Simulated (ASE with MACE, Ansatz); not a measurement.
# Σ5 (310)[001] symmetric tilt boundary in Ta (40 atoms): boundary energy

What is the boundary energy of this cell, counted against the bulk crystal, and how far does it hang on functional and mesh?

Calculated with Ansatz 0.2.0: Kohn-Sham DFT, PBE, PAW (set soft_2), plane waves; cutoff 420 eV, fermi-dirac smearing of 0.1 eV. Cutoffs: 420 eV for PBE; 500 eV for r2SCAN.

**The cells**

The cell holds 40 atoms: 40 Ta. Its edges and angles: a = 6.640 Å, b = 5.506 Å, c = 21.670 Å, α = 90.0°, β = 90.0°, γ = 107.5°. It derives from Ta. The starting structure: Two grains of Ta, one the mirror image of the other in the boundary plane, two boundaries a cell; of 5 trial joints (lateral shifts, openings, close atoms taken out) the lowest after a short relaxation with the MACE-MP-0b2 potential was kept (shift [0.333, 0.667] of the surface cell, opening 1.44 Å, one of each pair under 2.02 Å removed), then its atoms and the cell's length along the normal were relaxed with that potential. Lattice constants are starting values near those of PBE.

The bulk reference is Ta2 in a cell of 2 atoms, 18.297 Å³ an atom.

The input of the single point on the relaxed cell:

```yaml
crystal:
  lattice:
    - [6.64, 0.0, 0.0]
    - [-1.66, 5.24938, 0.0]
    - [0.0, 0.0, 21.67005]
  atoms:
    - { symbol: Ta, position: [0.1613, 0.64551, 0.99428] }
    - { symbol: Ta, position: [0.29593, 0.18872, 0.04932] }
    - { symbol: Ta, position: [0.44583, 0.78634, 0.09705] }
    - { symbol: Ta, position: [0.0966, 0.38937, 0.14395] }
    [... 34 atom lines left out ...]
    - { symbol: Ta, position: [0.02074, 0.07795, 0.54932] }
    - { symbol: Ta, position: [0.65537, 0.62115, 0.49428] }
kpoints:
  mp_grid: { grid: [6, 7, 2] }
hamiltonian:
  xc: pbe
scf:
  occupations: { method: fermi_dirac, width: 0.1 }
output:
  forces: true
  stress: true
  populations: true
  dos:
    method: { smearing: { sigma: 0.08 } }
    de: 0.1
    projected:
      site_lists:
        Ta: [Ta]
        lower_grain: [... 20 sites ...]
        upper_grain: [... 20 sites ...]
  eigenvalues: true
  write_density: true
  write_potential: true
  volumetric_format: npy
```

| cell | formula | k-mesh | relaxation steps | gain on relaxing (eV) | free energy, PBE (eV) | time of its runs on this page |
| --- | --- | --- | --- | --- | --- | --- |
| Sigma5 (310)[001] symmetric tilt boundary in Ta | Ta40 | 6×7×2 (relaxed on 4×5×1) | 15 | 0.29 | -397284.654 | 53 s |
| bulk Ta | Ta2 | 17×17×17 | - | - | -19864.546 | 6.7 s |

**Boundary energy**

The excess is the cell's free energy less 20 times that of the bulk cell. It is divided by twice the area, as the cell holds two boundaries, so the value is their mean, and they need not be alike (34.86 Å²), with 1 eV/Å² = 16.022 J/m².

| level | k-mesh | excess (eV) | boundary energy (J/m²) | per area (meV/Å²) |
| --- | --- | --- | --- | --- |
| PBE | 6×7×2 | 6.257 | 1.438 | 89.7 |
| PBE, denser mesh | 7×9×2 | 6.253 | 1.437 | 89.7 |
| r2SCAN | 6×7×2 | 6.776 | 1.557 | 97.2 |

Worked for the first row at PBE: (-397284.654) − 20 × (-19864.546) = 6.257 eV (from unrounded energies).

Then 6.257 / (2 × 34.86) × 16.022 = 1.438 J/m².

**Findings**

At PBE the boundary energy is 1.44 J/m². At the same geometries the levels give 1.44 (PBE) to 1.56 J/m² (r2SCAN) and the denser mesh leaves it within 0.01 J/m². Relaxing the atoms lowered it by 0.067 J/m² from the start (on the 4×5×1 mesh of the relaxation), and the farthest atom moved 0.32 Å.

Limits: The cell edges were held, so the lattice is the typed one for every functional, and the length along the normal is the one that the machine-learned potential gave. Cell and bulk are sampled on unlike meshes, and the error grows with the number of atoms subtracted. These are free energies under a smearing of 0.1 eV, whose entropy term isn't removed. The joint was picked among a few trials by a machine-learned potential, and a lower one may exist. Spin–orbit coupling is left out, which matters for the levels of the heavy elements. In some runs the program notes that positions were snapped to a detected symmetry.

[Logs are printed without paths, hosts, clocks, repeated set-up lines and the standing remarks that a program may print on its own settings, such as how far it seeks lower states.]

[Hosts, paths, dates, database ids (printed as entryN), source tags and the programs' standing remarks are cut or masked in the printed files.]
